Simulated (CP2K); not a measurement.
Methoxyacetaldehyde has these distinct C atoms: C1 (bonded to O and 3 H), C3 (bonded to C, O and 2 H) and C4 (bonded to C, O and H).

```xyz
11

C    -1.4990    0.3678    0.0842
O    -0.5305   -0.2884    0.9100
C     0.7968    0.0564    0.5525
C     1.2614   -0.6836   -0.6884
O     2.2508   -0.3764   -1.3262
H    -1.4256    1.4650    0.1861
H    -2.4849    0.0353    0.4270
H    -1.3800    0.1031   -0.9815
H     1.4459   -0.2548    1.3878
H     0.9325    1.1446    0.4124
H     0.6326   -1.5690   -0.9638
```

Their partial C K spectra (CP2K XAS_TDP, all-electron GAPW, PBEh(45%), aug-cc-pVDZ, TDA, GW2X-corrected core level, no relativity) are given in random order, each times the number of alike atoms.

Gaussian full width 0.5 eV, oscillator strength per eV, alike atoms added, rows of zeros left out:

| E (eV) | curve 1 | curve 2 | curve 3 |
| --- | --- | --- | --- |
| 287.75 | 0.001 | 0.000 | 0.000 |
| 288.00 | 0.018 | 0.000 | 0.000 |
| 288.25 | 0.092 | 0.000 | 0.000 |
| 288.50 | 0.116 | 0.000 | 0.000 |
| 288.75 | 0.037 | 0.000 | 0.000 |
| 289.00 | 0.003 | 0.000 | 0.000 |
| 290.00 | 0.000 | 0.002 | 0.000 |
| 290.25 | 0.000 | 0.003 | 0.000 |
| 290.50 | 0.000 | 0.001 | 0.000 |
| 290.75 | 0.000 | 0.000 | 0.002 |
| 291.00 | 0.000 | 0.000 | 0.015 |
| 291.25 | 0.000 | 0.006 | 0.036 |
| 291.50 | 0.000 | 0.035 | 0.031 |
| 291.75 | 0.000 | 0.053 | 0.038 |
| 292.00 | 0.000 | 0.029 | 0.039 |
| 292.25 | 0.000 | 0.042 | 0.029 |
| 292.50 | 0.000 | 0.060 | 0.054 |
| 292.75 | 0.000 | 0.032 | 0.058 |
| 293.00 | 0.000 | 0.007 | 0.027 |
| 293.25 | 0.002 | 0.008 | 0.009 |
| 293.50 | 0.015 | 0.015 | 0.013 |
| 293.75 | 0.030 | 0.015 | 0.016 |
| 294.00 | 0.016 | 0.010 | 0.017 |
| 294.25 | 0.004 | 0.008 | 0.016 |
| 294.50 | 0.004 | 0.022 | 0.012 |
| 294.75 | 0.007 | 0.053 | 0.031 |
| 295.00 | 0.005 | 0.058 | 0.061 |
| 295.25 | 0.007 | 0.034 | 0.046 |
| 295.50 | 0.011 | 0.030 | 0.019 |
| 295.75 | 0.011 | 0.024 | 0.012 |
| 296.00 | 0.009 | 0.018 | 0.015 |
| 296.25 | 0.013 | 0.022 | 0.011 |
| 296.50 | 0.012 | 0.024 | 0.005 |
| 296.75 | 0.010 | 0.016 | 0.005 |
| 297.00 | 0.017 | 0.008 | 0.011 |
| 297.25 | 0.017 | 0.007 | 0.012 |
| 297.50 | 0.018 | 0.005 | 0.007 |
| 297.75 | 0.021 | 0.009 | 0.009 |
| 298.00 | 0.028 | 0.015 | 0.008 |
| 298.25 | 0.029 | 0.012 | 0.004 |
| 298.50 | 0.018 | 0.010 | 0.003 |
| 298.75 | 0.019 | 0.011 | 0.008 |
| 299.00 | 0.017 | 0.014 | 0.009 |
| 299.25 | 0.011 | 0.012 | 0.010 |

**Question.** Which curve belongs to which atom?

Curve 1: C4 (bonded to C, O and H), leading line at 288.42 eV (f = 0.067 an atom), ionisation energy 295.71 eV, term value 7.29 eV. Curve 2: C3 (bonded to C, O and 2 H), leading line at 291.70 eV (f = 0.029 an atom), ionisation energy 294.08 eV, term value 2.38 eV. Curve 3: C1 (bonded to O and 3 H), leading line at 291.29 eV (f = 0.019 an atom), ionisation energy 294.08 eV, term value 2.79 eV. The leading line of an atom is its first one with 35 % of the strongest within 2.5 eV of its lowest line over the strength cut. A line lies at the core ionisation energy, which rises as an atom loses charge to its neighbours or to a π system, less the term value, which is large for a low π* or σ* orbital with weight on that atom.

[Banner, clock and machine lines of the logs are left out without a mark of their own.]

[Logs are printed without paths, hosts, clocks, repeated set-up lines and the standing remarks that a program may print on its own settings, such as how far it seeks lower states.]

[Hosts, paths, dates, database ids (printed as entryN), source tags and the programs' standing remarks are cut or masked in the printed files.]
